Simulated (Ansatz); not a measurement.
**A hypothetical structure for CaPd2N2**

Starting from a made-up structure for CaPd2N2, the aim is the relaxed cell, its shortest contacts and, where a second run follows, its electronic structure.

Main program and level: Ansatz 0.2.0; DFT, r2SCAN, plane-wave PAW, files of the set soft_1, scalar-relativistic, no spin, cell and ions relaxed at zero pressure; PAW set soft_1, in the first sound run; inputs show where later runs differ.

**1. Set-up**

It takes space group I4/mmm (No. 139, tetragonal). The conventional cell has a = 3.965 Å, b = 3.965 Å, c = 9.477 Å, α = 90.00°, β = 90.00°, γ = 90.00°. Nearest to Pd lie 4 N at 2.33 Å. Ca has 8 N at 3.03 Å and 8 Pd at 3.09 Å nearest. N has 1 N at 2.30 Å and 4 Pd at 2.33 Å and 4 Ca at 3.03 Å nearest. Farther neighbours and most contacts between anions are not listed.

**2. Relaxation of the guess**

The guessed cell has no reason to be at equilibrium. It is relaxed with the atoms, within the space group of the guess.

Contents of input.yaml:

```yaml
crystal:
  lattice:
    - [-1.9825, 1.9825, 4.7385]
    - [1.9825, -1.9825, 4.7385]
    - [1.9825, 1.9825, -4.7385]
  atoms:
    - { symbol: Pd, position: [0.25, 0.75, 0.5] }
    - { symbol: Pd, position: [0.75, 0.25, 0.5] }
    - { symbol: Ca, position: [0.0, 0.0, 0.0] }
    - { symbol: "N", position: [0.6212, 0.6212, 0.0] }
    - { symbol: "N", position: [0.3788, 0.3788, 0.0] }
kpoints:
  mp_grid: { grid: [9, 9, 9] }
scf:
  occupations: { method: fermi_dirac, width: 0.05 }
hamiltonian:
  xc: r2scan
  pseudopotentials: { kind: paw, azcp: { folder: soft_1 } }
relax:
  f_tol: 0.015
  max_steps: 70
  cell: {}
output:
  forces: true
  stress: true
```

Launch:

```sh
$ ansatz run input.yaml --threads 4 --pin off --max-ram 8192MiB --backend cpu --events-out ev --progress --plain --runs-dir out
```

Numbers of over 12 decimals in the logs are rounded to 6 here.

Log:

```text
Engine: ansatz 0.2.0, x86_64-unknown-linux-gnu
Pseudopotentials: kind: paw
Pseudopotential: Pd, paw, valence charge 18, recommended cutoff 500 eV (meta_gga), soft_1/Pd.paw.azcp
Pseudopotential: Ca, paw, valence charge 10, recommended cutoff 500 eV (meta_gga), soft_1/Ca.paw.azcp
Pseudopotential: N, paw, valence charge 5, recommended cutoff 500 eV (meta_gga), soft_1/N.paw.azcp
Functional definition: r2SCAN
  parameter k0 = 0.174
  parameter k1 = 0.065
  parameter a1 = 4.9479
  exchange = r2scan_x(k0 = k0, k1 = k1, a1 = a1)
  correlation = r2scan_c
Crystal: 5 atoms, lattice volume = 74.495 Å³
Basis set: ecut = 500 eV, 1873 PW (Γ), exchange–correlation on 180×180×180 points (64 copies of the dense FFT grid, shifted against one another)
Bands: 34, of which v1, the nominal top of the filled ones, is band 28 counted from 1 (27 counted from 0)
Symmetry: 16 space group operations
Space group: I4/mmm (ITA 139), of the structure as read, at distance tolerance 4.2e-5 Å
k-points: 75 of 729
Non-local potential: Pd, projectors of the file, l = 0: 2, l = 1: 2, l = 2: 2, l = 3: 1
Non-local potential: Ca, projectors of the file, l = 0: 3, l = 1: 2, l = 2: 2
Non-local potential: N, projectors of the file, l = 0: 2, l = 1: 2, l = 2: 1
PAW form: soft (Blöchl's): semilocal exchange-correlation on the pseudo side does not see the compensation charge
PAW frozen core: Pd, regenerated for the run's functional (the file was generated under x = pbe(κ = 0.804, μ = 0.219515), c = pbe(β = 0.066725))
PAW frozen core: Ca, regenerated for the run's functional (the file was generated under x = pbe(κ = 0.804, μ = 0.219515), c = pbe(β = 0.066725))
PAW frozen core: N, regenerated for the run's functional (the file was generated under x = pbe(κ = 0.804, μ = 0.219515), c = pbe(β = 0.066725))
PAW one-centre angular grid: Pd, 590 points (default); XC on 160 Gauss nodes
PAW one-centre angular grid: Ca, 302 points (default); XC on 160 Gauss nodes
PAW one-centre angular grid: N, 302 points (default); XC on 160 Gauss nodes
Initial density: superposition of atomic densities (chi_scale 0.1, normalization cell, long waves kept (reshape's long-wave potential 0.02 eV rms))
Initial wavefunctions: pseudopotential atomic-orbital guess
Functional: x = r2scan, c = r2scan; τ floored in thin density (d = 2e-4 eV/Å³)
SCF iter   1: F=—  HF=-16570.270290 eV  |F-HF|=—  |Δ(HF+E_count)|=         —  Δρ=2.95e-1  dr2=1.38e2  dr2_τ=4.00e0  ethr=3.10e-3  ⟨swp⟩=7.9  Hψ=12490  notcnv=0
preconditioner: auto → Kerker (q_TF=auto, 2.602 Å⁻¹)  [metal: Δε(μ)=0.019 eV  Ē_g=5.437 eV  σ=0.050 eV  W_gap=0.10  n_scr=22 (ndim 8)  ℏωp=24.3 eV  f_vac=0.000  D(μ)=4.73/eV (n_scr^D=36)]
SCF iter   2: F=—  HF=-16561.755311 eV  |F-HF|=—  |Δ(HF+E_count)|=    8.51e0  Δρ=1.54e-1  dr2=1.77e1  dr2_τ=5.60e0  ethr=3.10e-3  ⟨swp⟩=4.3  Hψ=7428  notcnv=0
SCF iter   3: F=—  HF=-16559.892592 eV  |F-HF|=—  |Δ(HF+E_count)|=    1.86e0  Δρ=4.29e-2  dr2=9.56e-1  dr2_τ=1.77e-1  ethr=3.10e-3  ⟨swp⟩=2.8  Hψ=5850  notcnv=0  defer=22
SCF iter   4: F=—  HF=-16559.825049 eV  |F-HF|=—  |Δ(HF+E_count)|=   6.75e-2  Δρ=1.26e-2  dr2=8.71e-2  dr2_τ=7.36e-3  ethr=1.71e-3  ⟨swp⟩=3.7  Hψ=5468  notcnv=0  defer=8
SCF iter   5: F=—  HF=-16559.818826 eV  |F-HF|=—  |Δ(HF+E_count)|=   6.22e-3  Δρ=2.94e-3  dr2=9.95e-3  dr2_τ=6.63e-4  ethr=1.56e-4  ⟨swp⟩=3.6  Hψ=4917  notcnv=0  defer=4
SCF iter   6: F=—  HF=-16559.819394 eV  |F-HF|=—  |Δ(HF+E_count)|=   5.68e-4  Δρ=2.04e-3  dr2=7.43e-3  dr2_τ=2.20e-4  ethr=1.78e-5  ⟨swp⟩=2.1  Hψ=3903  notcnv=0  defer=4
SCF iter   7: F=—  HF=-16559.818563 eV  |F-HF|=—  |Δ(HF+E_count)|=   8.30e-4  Δρ=7.89e-4  dr2=9.22e-4  dr2_τ=5.54e-5  ethr=1.33e-5  ⟨swp⟩=1.9  Hψ=2739  notcnv=0  defer=4
SCF iter   8: F=—  HF=-16559.818431 eV  |F-HF|=—  |Δ(HF+E_count)|=   1.32e-4  Δρ=4.07e-4  dr2=3.65e-4  dr2_τ=9.84e-6  ethr=1.65e-6  ⟨swp⟩=2.1  Hψ=3299  notcnv=0  defer=4
SCF iter   9: F=—  HF=-16559.818348 eV  |F-HF|=—  |Δ(HF+E_count)|=   8.34e-5  Δρ=1.89e-4  dr2=7.15e-5  dr2_τ=1.91e-6  ethr=6.52e-7  ⟨swp⟩=2.2  Hψ=3294  notcnv=0  defer=4
SCF iter  10: F=—  HF=-16559.818390 eV  |F-HF|=—  |Δ(HF+E_count)|=   4.25e-5  Δρ=5.15e-5  dr2=2.67e-6  dr2_τ=1.82e-7  ethr=1.28e-7  ⟨swp⟩=2.0  Hψ=3945  notcnv=0  defer=4
SCF iter  11: F=—  HF=-16559.818391 eV  |F-HF|=—  |Δ(HF+E_count)|=   1.96e-7  Δρ=1.15e-5  dr2=1.29e-7  dr2_τ=8.01e-9  ethr=4.77e-9  ⟨swp⟩=2.0  Hψ=3729  notcnv=0  defer=4
SCF iter  12: F=-16559.818391 eV  HF=-16559.818391 eV  |F-HF|=1.17e-8  |Δ(HF+E_count)|=   1.70e-8  Δρ=4.43e-6  dr2=1.86e-8  dr2_τ=1.46e-9  ethr=1.79e-10  ⟨swp⟩=4.0  Hψ=7864  notcnv=0
SCF 1 converged in 12 iterations: F = -16559.818391 eV  dr2 = 1.86e-8
  greatest PAW one-centre occupation: 1.000 electrons in one spin orbital (limit 2), on the Pd atom at site 1 (counted from 0), in its partial waves of l = 0
relax step   1: F+E_penalty+E_count = -16559.81839053 eV  Δ(F+E_penalty+E_count) = +0.000e0 eV  max|allowed force component| = 4.213e-1 eV/Å  Δτ_max = 0.0000 Å  P = -10.501 GPa  Ω = 74.495 Å³  (12 SCF iters, dr2 threshold 1.00e-7 eV, accepted)
Crystal: 5 atoms, lattice volume = 66.851 Å³
Basis set: ecut = 500 eV, 1677 PW (Γ), exchange–correlation on 180×180×180 points (64 copies of the dense FFT grid, shifted against one another)
Initial density: handed on by an earlier stage of this run
Initial wavefunctions: those handed on with the density
iter 1 solved again at ethr=2.28e-3 eV; its pass at ethr=3.10e-3 eV (dr2=1.28e0 eV) is discarded
SCF iter   1: F=—  HF=-16559.570265 eV  |F-HF|=—  |Δ(HF+E_count)|=         —  Δρ=3.36e-2  dr2=1.27e0  dr2_τ=4.92e-1  ethr=2.28e-3  ⟨swp⟩=1.0  Hψ=12571  notcnv=0
preconditioner: auto → Kerker (q_TF=auto, 2.649 Å⁻¹)  [metal: Δε(μ)=0.001 eV  Ē_g=10.563 eV  σ=0.050 eV  W_gap=0.01  n_scr=22 (ndim 8)  ℏωp=28.0 eV  f_vac=0.000  D(μ)=6.55/eV (n_scr^D=78)]
SCF iter   2: F=—  HF=-16560.139090 eV  |F-HF|=—  |Δ(HF+E_count)|=   5.69e-1  Δρ=1.68e-2  dr2=1.60e-1  dr2_τ=5.11e-2  ethr=2.28e-3  ⟨swp⟩=2.0  Hψ=3784  notcnv=0
SCF iter   3: F=—  HF=-16560.127578 eV  |F-HF|=—  |Δ(HF+E_count)|=   1.15e-2  Δρ=5.75e-3  dr2=4.63e-2  dr2_τ=1.14e-3  ethr=2.86e-4  ⟨swp⟩=2.2  Hψ=3767  notcnv=0  defer=6
SCF iter   4: F=—  HF=-16560.120368 eV  |F-HF|=—  |Δ(HF+E_count)|=   7.21e-3  Δρ=2.61e-3  dr2=1.10e-2  dr2_τ=6.84e-4  ethr=8.27e-5  ⟨swp⟩=2.8  Hψ=4865  notcnv=0  defer=6
SCF iter   5: F=—  HF=-16560.118243 eV  |F-HF|=—  |Δ(HF+E_count)|=   2.12e-3  Δρ=1.35e-3  dr2=1.66e-3  dr2_τ=7.62e-5  ethr=1.96e-5  ⟨swp⟩=2.1  Hψ=3925  notcnv=0  defer=6
SCF iter   6: F=—  HF=-16560.118141 eV  |F-HF|=—  |Δ(HF+E_count)|=   1.03e-4  Δρ=3.16e-4  dr2=7.67e-5  dr2_τ=4.74e-6  ethr=2.96e-6  ⟨swp⟩=2.2  Hψ=3340  notcnv=0  defer=6
[...]
relax step   5: F+E_penalty+E_count = -16560.34379145 eV  Δ(F+E_penalty+E_count) = -4.055e-2 eV  max|allowed force component| = 9.433e-1 eV/Å  Δτ_max = 0.1256 Å  P = +0.781 GPa  Ω = 66.416 Å³  energy of the carried Pulay correction = +6.260e-3 eV  (8 SCF iters, dr2 threshold 5.00e-7 eV, accepted)
relax step   6: F+E_penalty+E_count = -16560.41281177 eV  Δ(F+E_penalty+E_count) = -6.902e-2 eV  max|allowed force component| = 1.196e0 eV/Å  Δτ_max = 0.0136 Å  P = +0.181 GPa  Ω = 66.465 Å³  energy of the carried Pulay correction = +6.220e-3 eV  (7 SCF iters, dr2 threshold 5.00e-7 eV, accepted)
relax step   7: F+E_penalty+E_count = -16561.56658424 eV  Δ(F+E_penalty+E_count) = -1.154e0 eV  max|allowed force component| = 3.401e0 eV/Å  Δτ_max = 0.1947 Å  P = -1.875 GPa  Ω = 66.825 Å³  energy of the carried Pulay correction = +5.926e-3 eV  (8 SCF iters, dr2 threshold 5.00e-7 eV, accepted)
relax step   8: F+E_penalty+E_count = -16561.63801675 eV  Δ(F+E_penalty+E_count) = -7.143e-2 eV  max|allowed force component| = 9.572e0 eV/Å  Δτ_max = 0.1943 Å  P = +24.348 GPa  Ω = 65.565 Å³  energy of the carried Pulay correction = +6.962e-3 eV  (9 SCF iters, dr2 threshold 5.00e-7 eV, accepted)
relax step   9: F+E_penalty+E_count = -16562.16408774 eV  Δ(F+E_penalty+E_count) = -5.261e-1 eV  max|allowed force component| = 3.363e0 eV/Å  Δτ_max = 0.1610 Å  P = -3.778 GPa  Ω = 67.988 Å³  energy of the carried Pulay correction = +4.986e-3 eV  (9 SCF iters, dr2 threshold 5.00e-7 eV, accepted)
relax step  10: F+E_penalty+E_count = -16562.53284993 eV  Δ(F+E_penalty+E_count) = -3.688e-1 eV  max|allowed force component| = 9.405e-1 eV/Å  Δτ_max = 0.0589 Å  P = +0.074 GPa  Ω = 69.065 Å³  energy of the carried Pulay correction = +4.129e-3 eV  (8 SCF iters, dr2 threshold 5.00e-7 eV, accepted)
relax step  11: F+E_penalty+E_count = -16562.53022315 eV  Δ(F+E_penalty+E_count) = +2.627e-3 eV  max|allowed force component| = 1.479e0 eV/Å  Δτ_max = 0.0376 Å  P = +1.880 GPa  Ω = 71.173 Å³  energy of the carried Pulay correction = +2.490e-3 eV  (8 SCF iters, dr2 threshold 5.00e-7 eV, rejected (line search))
relax step  12: F+E_penalty+E_count = -16562.55156814 eV  Δ(F+E_penalty+E_count) = -1.872e-2 eV  max|allowed force component| = 2.041e-1 eV/Å  Δτ_max = 0.0155 Å  P = +0.147 GPa  Ω = 70.195 Å³  energy of the carried Pulay correction = +3.245e-3 eV  (11 SCF iters, accepted)
relax step  13: F+E_penalty+E_count = -16562.55252406 eV  Δ(F+E_penalty+E_count) = -9.559e-4 eV  max|allowed force component| = 3.868e-3 eV/Å  Δτ_max = 0.0068 Å  P = -0.054 GPa  Ω = 70.812 Å³  energy of the carried Pulay correction = +2.767e-3 eV  (7 SCF iters, dr2 threshold 5.00e-7 eV, accepted)
relax step  14: F+E_penalty+E_count = -16562.55257694 eV  Δ(F+E_penalty+E_count) = -5.289e-5 eV  max|allowed force component| = 5.601e-4 eV/Å  Δτ_max = 0.0002 Å  P = -0.007 GPa  Ω = 70.764 Å³  energy of the carried Pulay correction = +2.804e-3 eV  (6 SCF iters, dr2 threshold 1.66e-8 eV, accepted)
Initial wavefunctions: pseudopotential atomic-orbital guess (no wavefunctions were taken with the density)
iter 1 solved again at ethr=1.07e-6 eV; its pass at ethr=3.10e-3 eV (dr2=6.00e-4 eV) is discarded
SCF iter   1: F=—  HF=-16562.550521 eV  |F-HF|=—  |Δ(HF+E_count)|=         —  Δρ=3.22e-4  dr2=5.34e-6  dr2_τ=3.13e-5  ethr=1.07e-6  ⟨swp⟩=3.2  Hψ=17096  notcnv=0
preconditioner: auto → Kerker (q_TF=auto, 2.624 Å⁻¹)  [metal: Δε(μ)=0.059 eV  Ē_g=10.994 eV  σ=0.050 eV  W_gap=0.29  n_scr=24 (ndim 8)  ℏωp=27.2 eV  f_vac=0.004  D(μ)=1.43/eV (n_scr^D=10)]
SCF iter   2: F=—  HF=-16562.550699 eV  |F-HF|=—  |Δ(HF+E_count)|=   1.79e-4  Δρ=1.65e-4  dr2=1.36e-6  dr2_τ=5.59e-6  ethr=9.53e-9  ⟨swp⟩=2.0  Hψ=4268  notcnv=0
SCF iter   3: F=—  HF=-16562.550744 eV  |F-HF|=—  |Δ(HF+E_count)|=   4.48e-5  Δρ=1.43e-5  dr2=8.44e-8  dr2_τ=2.46e-8  ethr=2.42e-9  ⟨swp⟩=2.0  Hψ=4505  notcnv=0
SCF iter   4: F=—  HF=-16562.550744 eV  |F-HF|=—  |Δ(HF+E_count)|=   8.52e-8  Δρ=5.49e-6  dr2=1.84e-8  dr2_τ=3.58e-9  ethr=1.51e-10  ⟨swp⟩=2.0  Hψ=3619  notcnv=0
SCF iter   5: F=—  HF=-16562.550744 eV  |F-HF|=—  |Δ(HF+E_count)|=   1.09e-8  Δρ=1.96e-6  dr2=3.42e-9  dr2_τ=3.02e-10  ethr=3.29e-11  ⟨swp⟩=2.3  Hψ=3573  notcnv=0
SCF iter   6: F=—  HF=-16562.550744 eV  |F-HF|=—  |Δ(HF+E_count)|=  4.73e-10  Δρ=7.34e-7  dr2=1.04e-9  dr2_τ=3.65e-11  ethr=6.11e-12  ⟨swp⟩=2.2  Hψ=3731  notcnv=0
SCF iter   7: F=—  HF=-16562.550744 eV  |F-HF|=—  |Δ(HF+E_count)|=  7.64e-11  Δρ=2.15e-7  dr2=7.77e-11  dr2_τ=2.33e-12  ethr=1.85e-12  ⟨swp⟩=2.1  Hψ=3571  notcnv=0
SCF iter   8: F=-16562.550744 eV  HF=-16562.550744 eV  |F-HF|=7.28e-12  |Δ(HF+E_count)|=  3.64e-12  Δρ=6.33e-8  dr2=1.90e-12  dr2_τ=3.25e-13  ethr=1.00e-12  ⟨swp⟩=4.0  Hψ=8357  notcnv=0
SCF 15 converged in 8 iterations: F = -16562.550744 eV  dr2 = 1.90e-12
relax step  15: F+E_penalty+E_count = -16562.55074426 eV  Δ(F+E_penalty+E_count) = +1.833e-3 eV  max|allowed force component| = 1.096e-3 eV/Å  Δτ_max = 0.0000 Å  P = -0.022 GPa  Ω = 70.764 Å³  stress off target by 4.74e-2 GPa  SCF on the basis re-selected at this cell (its energy is not comparable with the rows above)  (8 SCF iters)
basis re-selected at this cell: Δ(F+E_penalty+E_count) = +1.833e-3 eV, ΔP = -0.015 GPa vs the last step (what re-selecting the basis moved, of the pressure what is left beyond the Pulay correction that the steps carried, after the strain that the cell walked since its last selection, with what the two solves' SCF thresholds leave and, on support functions, any second-order correction that the steps lacked; it is no m [...]
SCF converged after 8 iterations
Free energy (F): -16562.550744 eV
Harris-Foulkes:  -16562.550744 eV  (|F-HF|=7.28e-12)
Internal energy: -16562.538786 eV  (E = F + TS)
E sigma→0 (E₀):  -16562.544765 eV
Entropy (-TS):   -0.011958 eV (-2.392 meV/atom)
Fermi energy:    13.514158 eV
--- Per-component energies (eV) ---
  E_band       = -597.426263
  E_kinetic    = 1414.610581
  E_local      = -5971.320417  (includes V_loc(G=0)·N_el)
  E_nonlocal   = 905.659165
  E_hartree    = 2370.647482
  E_xc         = -502.559713
  E_vxc        = -723.102996  (∫ρ·V_xc dr)
  E_paw        = -8798.746721  (= ΣΔE_a)
  E_vpaw       = -1014.113587  (= ΣTr[D̂ρ^β])
  E_aug_tail   = 0.000276  (compensation charges beyond the density's cutoff)
  E_vtau       = 49.545808  (kinetic-family band-sum trace: ∫τ·v_τ [+ j·A + Jᵃ·Aᵃ] dr)
  E_ewald      = -5979.645478
  E_core_change = -1.183962  (= ΣΔE_core)
  E_smearing   = -0.011958  (= −TS)
  E_closure    = 0.000000  (closes the sum)
  Σ components = -16562.550744   (vs F -16562.550744, Δ=0.00e0)
--- Forces (eV/Å), atoms counted from 1 ---
  atom   1  Pd     0.00000000    -0.00000000     0.00000000
  atom   2  Pd     0.00000000     0.00000000     0.00000000
  atom   3  Ca    -0.00000000     0.00000000     0.00000000
  atom   4  N     -0.00000000     0.00000000     0.00109642
  atom   5  N      0.00000000    -0.00000000    -0.00109642
  max |Σ_I F_I| component: 6.94e-18 eV/Å
--- Stress (GPa, compression-positive) ---
       -0.047397       0.000000       0.000000
        0.000000      -0.047397       0.000000
       -0.000000      -0.000000       0.030083
  P = ⅓ Tr σ = -0.0216 GPa (-0.216 kbar)
--- Relaxed structure (14 steps of the walk, 13 accepted, 1 SCFs on fresh bases) ---
  F+E_penalty+E_count = -16562.55074426 eV   max|allowed force component| = 1.096e-3 eV/Å   (the final SCF, on the basis selected at the relaxed cell)
  cell:  # Å, volume = 70.7641 Å³
    - [-1.883193, 1.883193, 4.988423]
    - [1.883193, -1.883193, 4.988423]
    - [1.883193, 1.883193, -4.988423]
  atoms:
    - { symbol: Pd, position: [0.25, 0.75, 0.5] }
    - { symbol: Pd, position: [0.75, 0.25, 0.5] }
    - { symbol: Ca, position: [3.1483849094440306e-18, 3.1483849094440383e-18, 0] }
    - { symbol: N, position: [0.561551, 0.561551, 0] }
    - { symbol: N, position: [0.438449, 0.438449, 0] }
```

The job ended after 66 s (4 threads of Intel Xeon 6975P-C (Granite Rapids), shared host; peak memory 0.99 GiB).

The steps of the relaxation:

```csv
step,energy less that of the first step (eV),largest force component (eV/Å),pressure (GPa),volume (Å³)
1,0.0000,0.4213,-10.50,74.50
2,-0.2998,0.3382,2.44,66.85
3,-0.3700,0.4117,1.35,67.26
4,-0.4848,0.5449,0.66,67.00
5,-0.5254,0.9433,0.78,66.42
6,-0.5944,1.1965,0.18,66.46
7,-1.7482,3.4015,-1.87,66.83
8,-1.8196,9.5719,24.35,65.56
9,-2.3457,3.3633,-3.78,67.99
10,-2.7145,0.9405,0.07,69.07
11,-2.7118,1.4788,1.88,71.17
12,-2.7332,0.2041,0.15,70.19
13,-2.7341,0.0039,-0.05,70.81
14,-2.7342,0.0006,-0.01,70.76
15*,-2.7324,0.0011,-0.02,70.76
```

Relaxation steps marked * repeat the geometry before them on a plane-wave basis chosen anew for their cell, so energy and pressure can jump there. Relaxation step 11 was tried and not accepted.

Forces are held to the 16 operations that the run works with; a distortion that breaks them can't arise in this run.

```csv
"conventional cell, symmetrised",before,after,change
a (Å),3.965,3.766,-5.0 %
b (Å),3.965,3.766,-5.0 %
c (Å),9.477,9.977,+5.3 %
volume (Å³/atom),14.90,14.15,-5.0 %
```

The atoms that moved most (Å, as changes of fractional coordinates times the final cell):

```csv
atom,dx,dy,dz,length
N4,0.000,0.000,-0.595,0.595
N5,0.000,0.000,0.595,0.595
```

This step gave:

| Property | Result |
| --- | --- |
| free energy | -16562.5507 eV |
| energy at zero smearing | -16562.5448 eV |
| smearing term TS | 0.01196 eV |
| Fermi energy | 13.51 eV |
| electrons | 56 |
| symmetry operations | 16 |
| pressure | -0.02157 GPa |

The shortest distance of each pair, which need not be the same contact before and after:

```csv
pair,guess (Å),relaxed (Å)
N–N,2.297,1.228
N–Pd,2.328,2.661
Pd–Pd,2.804,2.663
Ca–N,3.030,2.733
Ca–Pd,3.089,3.125
```

The relaxation ends with a largest force component of 0.0011 eV/Å and a pressure of -0.02 GPa.

[end of part 1 of 2]

[Logs are printed without paths, hosts, clocks, repeated set-up lines and the standing remarks that a program may print on its own settings, such as how far it seeks lower states.]

[Hosts, paths, dates, database ids (printed as entryN), source tags and the programs' standing remarks are cut or masked in the printed files.]
